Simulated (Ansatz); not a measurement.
**Work function of Pd(100): what the settings cost and change**

How far do functional and pseudopotentials move the work function of Pd(100), and at what cost?

Calculated with Ansatz 0.2.0; plane-wave DFT, PBE, Ansatz PAW, in the first sound run; inputs show where later runs differ.

**What experiment says.**

“Anisotropic work function of elemental crystals” (2019, arxiv:1902.07811) quotes from earlier work for Pd (clean (100) face, a compiled value): work function (clean (100) face, a compiled value) 5.48 eV.

This is a report of a sequence of runs, with the program logs left out and the cost of each run kept.

**1. The system as given**

The cell holds 7 atoms: 7 Pd. Its edges and angles: a = 2.751 Å, b = 2.751 Å, c = 29.670 Å, α = 90.0°, β = 90.0°, γ = 90.0°. Vacuum lies along c.

**2. Slab, setting PBE, Ansatz PAW (420 eV)**

A work function rests on the faint tail of the density, so the SCF threshold is tight. PBE on the default files comes first; the next runs keep the geometry and change functional or files, each at the cutoff that its files recommend; a relaxation and, for heavy metals, spin-orbit coupling close the ladder.

Contents of input.yaml:

```yaml
crystal:
  lattice:
    - [2.7506453788, 0.0, 0.0]
    - [0.0, 2.7506453788, 0.0]
    - [0.0, 0.0, 29.67]
  atoms:
    - { symbol: Pd, position: [0.0, 0.0, 0.3033367037] }
    - { symbol: Pd, position: [0.5, 0.5, 0.3688911358] }
    - { symbol: Pd, position: [0.0, 0.0, 0.4344455679] }
    - { symbol: Pd, position: [0.5, 0.5, 0.5] }
    - { symbol: Pd, position: [0.0, 0.0, 0.5655544321] }
    - { symbol: Pd, position: [0.5, 0.5, 0.6311088642] }
    - { symbol: Pd, position: [0.0, 0.0, 0.6966632963] }
kpoints:
  mp_grid: { grid: [15, 15, 1] }
hamiltonian:
  xc: pbe
scf:
  occupations: { method: fermi_dirac, width: 0.1 }
  convergence: { dr2_threshold: 1.0e-09 }
efield:
  axis: 3
  dipole_correction: true
  ramp_position: 0.97
  ramp_width: 0.06
output:
  write_potential: true
  write_density: true
  volumetric_format: npy
  elf: true
```

The run is started by

```console
$ ansatz run input.yaml --threads 4 --pin off --max-ram 6144MiB --backend cpu --events-out ev --progress --plain --runs-dir out
```

Wall time 50 s (4 threads of Arm Neoverse N1, shared host); peak memory 0.99 GiB; 2.8 min of CPU time.

This step gave:

| Quantity | Value |
| --- | --- |
| energy at zero smearing | -48808.4622 eV |
| work function, upper face | 5.086 eV |

Running mean over 1.945 Å of the planar mean; the ramp of the sawtooth is left out. The electron's electrostatic potential energy less the Fermi level by z:

| z (Å) | electron's electrostatic potential energy less the Fermi level (eV) |
| --- | --- |
| 3.5 | 5.09 |
| 4.0 | 5.09 |
| 4.5 | 5.09 |
| 5.0 | 5.08 |
| 5.5 | 5.08 |
| 6.0 | 5.05 |
| 6.5 | 4.94 |
| 7.0 | 4.52 |
| 7.5 | 2.69 |
| 8.0 | -1.68 |
| 8.5 | -6.19 |
| 9.0 | -8.07 |
| 9.5 | -8.40 |
| 10.0 | -8.47 |
| 10.5 | -8.54 |
| 11.0 | -8.61 |
| 11.5 | -8.65 |
| 12.0 | -8.67 |
| 12.5 | -8.68 |
| 13.0 | -8.68 |
| 13.5 | -8.68 |
| 14.0 | -8.67 |
| 14.5 | -8.67 |
| 15.0 | -8.67 |
| 15.5 | -8.67 |
| 16.0 | -8.68 |
| 16.5 | -8.68 |
| 17.0 | -8.68 |
| 17.5 | -8.67 |
| 18.0 | -8.66 |
| 18.5 | -8.63 |
| 19.0 | -8.57 |
| 19.5 | -8.49 |
| 20.0 | -8.44 |
| 20.5 | -8.25 |
| 21.0 | -7.14 |
| 21.5 | -3.42 |
| 22.0 | 1.46 |
| 22.5 | 4.16 |
| 23.0 | 4.86 |
| 23.5 | 5.02 |
| 24.0 | 5.07 |
| 24.5 | 5.08 |
| 25.0 | 5.08 |
| 25.5 | 5.09 |
| 26.0 | 5.09 |
| 26.5 | 5.09 |

ELF in the ca plane at fractional y = 0.000, with atoms of Pd within 0.2 Å of it. It is the smooth field of the valence electrons, not physical close to the nuclei.

Ten even steps from '0' (0.00) to '9' (0.53), each cell a mean:
```
95322348979843333598797332336977963110000000
64333335898533333468984333334799742110000000
33333333555333333345543333333455432100000000
33333343333443333433334433333333332100000000
33333343343343333334433433333344332100000000
53333334787433333357864333334678632100000000
84333347989733333489896332335999953110000000
95322349858943223597598332337966973210000000
```
Columns run along c (16.0 Å, from fractional 0.33 to 0.87 of the cell), rows up along a (2.8 Å). Atoms in or near the plane, at fractional coordinates: Pd at (0.43, 0.00), Pd at (0.57, 0.00), Pd at (0.70, 0.00).

Valence density in the ca plane at fractional y = 0.000, with atoms of Pd within 0.2 Å of it. It is the smooth field of the valence electrons, not physical close to the nuclei.

Ten even steps from '0' (0 e/Å³) to '9' (13 e/Å³), each cell a mean:
```
20000002686100000037851000000488400000000000
10000000232000000013320000000133100000000000
00000000000000000000000000000000000000000000
00000000000000000000000000000000000000000000
00000000000000000000000000000000000000000000
00000000121000000001210000000011000000000000
10000001464100000025630000000366200000000000
30000002797200000038961000001599500000000000
```
Columns run along c (16.0 Å, from fractional 0.33 to 0.87 of the cell), rows up along a (2.8 Å). Atoms in or near the plane, at fractional coordinates: Pd at (0.43, 0.00), Pd at (0.57, 0.00), Pd at (0.70, 0.00).

Electrostatic potential energy in the ca plane at fractional y = 0.000, with atoms of Pd within 0.2 Å of it. With pseudopotentials it is smooth inside the atoms' cores, unlike the true potential.

Ten even steps from '0' (-55 eV) to '9' (11 eV), each cell a mean:
```
48999985101589999730016999997200379999999999
68999997434799999863358999998533589999999999
89999998777999999987789999999877899999999999
99999999999999999999999999999999999999999999
99999999888999999998889999999988999999999999
79999998545899999975468999998755799999999999
58999985202689999841137999997311489999999999
37999984000489999730015999996200279999999999
```
Columns run along c (16.0 Å, from fractional 0.33 to 0.87 of the cell; values clipped at the 3rd and 97th percentile), rows up along a (2.8 Å). Atoms in or near the plane, at fractional coordinates: Pd at (0.43, 0.00), Pd at (0.57, 0.00), Pd at (0.70, 0.00).

The work function is 5.086 eV.

**3. Run**

This step: plane-wave DFT, LDA, Ansatz PAW (Ansatz 0.2.0).

Changes to input.yaml since step 2:

```diff
@@ -16,3 +16,3 @@
 hamiltonian:
-  xc: pbe
+  xc: lda
 scf:
@@ -29,2 +29 @@
   volumetric_format: npy
-  elf: true
```

Wall time 59 s (4 threads); peak memory 0.98 GiB.

The work function is 5.502 eV, +0.416 eV from the run “PBE, Ansatz PAW (420 eV)”, at 1.0 times its CPU time.

**4. Slab**

This step: plane-wave DFT, PBEsol, Ansatz PAW (Ansatz 0.2.0).

Changes to input.yaml since step 3:

```diff
@@ -16,3 +16,3 @@
 hamiltonian:
-  xc: lda
+  xc: pbesol
 scf:
```

Elapsed: 57 s, on 4 threads; peak memory 0.98 GiB; 2.7 min of CPU time.

The work function is 5.210 eV, +0.124 eV from the run “PBE, Ansatz PAW (420 eV)”, at 0.96 times its CPU time.

**5. Run**

This step: plane-wave DFT, RPBE, Ansatz PAW (Ansatz 0.2.0).

Changes to input.yaml since step 4:

```diff
@@ -16,3 +16,3 @@
 hamiltonian:
-  xc: pbesol
+  xc: rpbe
 scf:
```

Run time: 60 s. Hardware: 4 threads; peak memory 1 GiB.

The work function is 4.892 eV, -0.194 eV from the run “PBE, Ansatz PAW (420 eV)”, at 1.0 times its CPU time.

**6. Run**

This step: plane-wave DFT, r2SCAN, Ansatz PAW (Ansatz 0.2.0).

Changes to input.yaml since step 5:

```diff
@@ -16,3 +16,3 @@
 hamiltonian:
-  xc: rpbe
+  xc: r2scan
 scf:
```

Wall time 3 min (4 threads); peak memory 1.5 GiB.

The work function is 5.076 eV, -0.009 eV from the run “PBE, Ansatz PAW (420 eV)”, at 3.3 times its CPU time.

**7. Slab**

This step: plane-wave DFT, PBE, JTH PAW (Ansatz 0.2.0).

Changes to input.yaml since step 6:

```diff
@@ -16,3 +16,4 @@
 hamiltonian:
-  xc: r2scan
+  xc: pbe
+  pseudopotentials: { kind: paw, source: jth }
 scf:
```

Run time: 4.2 min. Hardware: 4 threads; peak memory 3.3 GiB; 14 min of CPU time.

The work function is 5.083 eV, -0.003 eV from the run “PBE, Ansatz PAW (420 eV)”, at 5.0 times its CPU time.

**8. Run**

This step: plane-wave DFT, PBE, norm-conserving (Ansatz 0.2.0).

Changes to input.yaml since step 7:

```diff
@@ -17,3 +17,3 @@
   xc: pbe
-  pseudopotentials: { kind: paw, source: jth }
+  pseudopotentials: { kind: nc }
 scf:
```

Run time: 3.4 min. Hardware: 4 threads; peak memory 3 GiB; 12 min of CPU time.

The work function is 5.087 eV, +0.001 eV from the run “PBE, Ansatz PAW (420 eV)”, at 4.3 times its CPU time.

**9. Slab**

This step: plane-wave DFT, LDA, norm-conserving (Ansatz 0.2.0).

Changes to input.yaml since step 8:

```diff
@@ -16,3 +16,3 @@
 hamiltonian:
-  xc: pbe
+  xc: lda
   pseudopotentials: { kind: nc }
```

The job ended after 3.5 min (4 threads; peak memory 3 GiB; 12 min of CPU time).

The work function is 5.506 eV, +0.421 eV from the run “PBE, Ansatz PAW (420 eV)”, at 4.3 times its CPU time.

**10. Run, setting PBE, all layers relaxed**

This step: plane-wave DFT, PBE, Ansatz PAW (Ansatz 0.2.0).

Changes to input.yaml since step 9:

```diff
@@ -16,4 +16,3 @@
 hamiltonian:
-  xc: lda
-  pseudopotentials: { kind: nc }
+  xc: pbe
 scf:
@@ -26,2 +25,5 @@
   ramp_width: 0.06
+relax:
+  f_tol: 0.01
+  max_steps: 40
 output:
```

It took 2 min on 4 threads; peak memory 0.85 GiB.

The relaxation took 3 steps and lowered the energy by 0.054 eV; the largest force on the free atoms ends at 7.1e-4 eV/Å.

The work function is 5.094 eV, +0.008 eV from the run “PBE, Ansatz PAW (420 eV)”, at 2.3 times its CPU time.

**11. Slab**

This step: plane-wave DFT, PBE, fully relativistic PAW with spin-orbit coupling (Ansatz 0.2.0).

Changes to input.yaml since step 10:

```diff
@@ -17,2 +17,3 @@
   xc: pbe
+  pseudopotentials: { kind: paw_fr }
 scf:
@@ -25,5 +26,5 @@
   ramp_width: 0.06
-relax:
-  f_tol: 0.01
-  max_steps: 40
+magnetization:
+  noncollinear: true
+  spin_orbit: true
 output:
```

Wall time 7.4 min (4 threads); peak memory 3.8 GiB.

The work function is 5.075 eV, -0.011 eV from the run “PBE, Ansatz PAW (420 eV)”, at 9.3 times its CPU time.

**12. Side by side**

Times are for 4 threads of Arm Neoverse N1, shared host. The series side by side:

| no. | setting | work function, upper face (eV) | time | memory (GiB) |
| --- | --- | --- | --- | --- |
| 1 | PBE, Ansatz PAW (420 eV) | 5.086 | 50 s | 0.99 |
| 2 | LDA, Ansatz PAW (420 eV) | 5.502 | 59 s | 0.98 |
| 3 | PBEsol, Ansatz PAW (420 eV) | 5.210 | 57 s | 0.98 |
| 4 | RPBE, Ansatz PAW (420 eV) | 4.892 | 60 s | 1 |
| 5 | r2SCAN, Ansatz PAW (500 eV) | 5.076 | 3 min | 1.5 |
| 6 | PBE, JTH PAW (1110 eV) | 5.083 | 4.2 min | 3.3 |
| 7 | PBE, norm-conserving (1116 eV) | 5.087 | 3.4 min | 3.0 |
| 8 | LDA, norm-conserving (1116 eV) | 5.506 | 3.5 min | 3.0 |
| 9 | PBE, all layers relaxed | 5.094 | 2 min | 0.85 |
| 10 | PBE with spin-orbit coupling (420 eV) | 5.075 | 7.4 min | 3.8 |

**13. The same run with other settings**

This step: plane-wave DFT, PBE, Ansatz PAW (Ansatz 0.2.0).

An input spoilt on purpose, to show how the run answers: it repeats the earlier run “PBE, Ansatz PAW (420 eV)” with efield.amplitude to 1.5, and scf.max_iter set to 100; its output block differs too.

Changes to input.yaml since step 11:

```diff
@@ -17,3 +17,2 @@
   xc: pbe
-  pseudopotentials: { kind: paw_fr }
 scf:
@@ -21,2 +20,3 @@
   convergence: { dr2_threshold: 1.0e-09 }
+  max_iter: 100
 efield:
@@ -26,5 +26,3 @@
   ramp_width: 0.06
-magnetization:
-  noncollinear: true
-  spin_orbit: true
+  amplitude: 1.5
 output:
```

Elapsed: 69 s, on 4 threads; peak memory 0.96 GiB.

In so strong a field the program warns of density in the ramp of the sawtooth; these numbers are not the system's.

**14. Summary of results**

```yaml
work_function_pbe_ansatz_paw_420_ev: 5.086 eV
work_function_lda_ansatz_paw_420_ev: 5.502 eV
work_function_rpbe_ansatz_paw_420_ev: 4.892 eV
work_function_r2scan_ansatz_paw_500_ev: 5.076 eV
work_function_lda_norm_conserving_1116_ev: 5.506 eV
work_function_pbe_all_layers_relaxed: 5.094 eV
work_function_pbe_with_spin_orbit_coupling_420_ev: 5.075 eV
```

What this shows: PBE on the default files gives 5.09 eV, and the settings tried spread the value from 4.89 to 5.51 eV. At one geometry LDA lies 0.42 eV above PBE. The choice of pseudopotentials moves the PBE value by 0.004 eV. Relaxing the layers changes it by +0.008 eV. Spin-orbit coupling, on the fully relativistic files, changes it by -0.01 eV. The ladder's slabs use the tabulated experimental lattice constant (two decimals; a low-temperature value for the alkali metals).

Calculation against experiment:

| quantity | measured | PBE, Ansatz PAW (420 eV) | LDA, Ansatz PAW (420 eV) | RPBE, Ansatz PAW (420 eV) | LDA, norm-conserving (1116 eV) | PBE, all layers relaxed | PBE with spin-orbit coupling (420 eV) |
| --- | --- | --- | --- | --- | --- | --- | --- |
| work function (clean (100) face, a compiled value) (eV) | 5.48 | 5.09 (-0.39 eV) | 5.50 (+0.02 eV) | 4.89 (-0.59 eV) | 5.51 (+0.03 eV) | 5.09 (-0.39 eV) | 5.08 (-0.40 eV) |

Measured values from arxiv:1902.07811 (2019).

How well it matches: For the work function, of the levels listed nearest comes LDA, Ansatz PAW (420 eV) (+0.02 eV, good agreement) and farthest RPBE, Ansatz PAW (420 eV) (-0.59 eV, a clear miss).

[Long decimals in the printed logs are rounded to 6 places.]

[Logs are printed without paths, hosts, clocks, repeated set-up lines and the standing remarks that a program may print on its own settings, such as how far it seeks lower states.]

[Hosts, paths, dates, database ids (printed as entryN), source tags and the programs' standing remarks are cut or masked in the printed files.]

[Maps of the electrostatic potential energy from Ansatz leave out the sawtooth potential of an applied field or a dipole correction, so their vacuum need not be flat; planar profiles and work functions include it.]
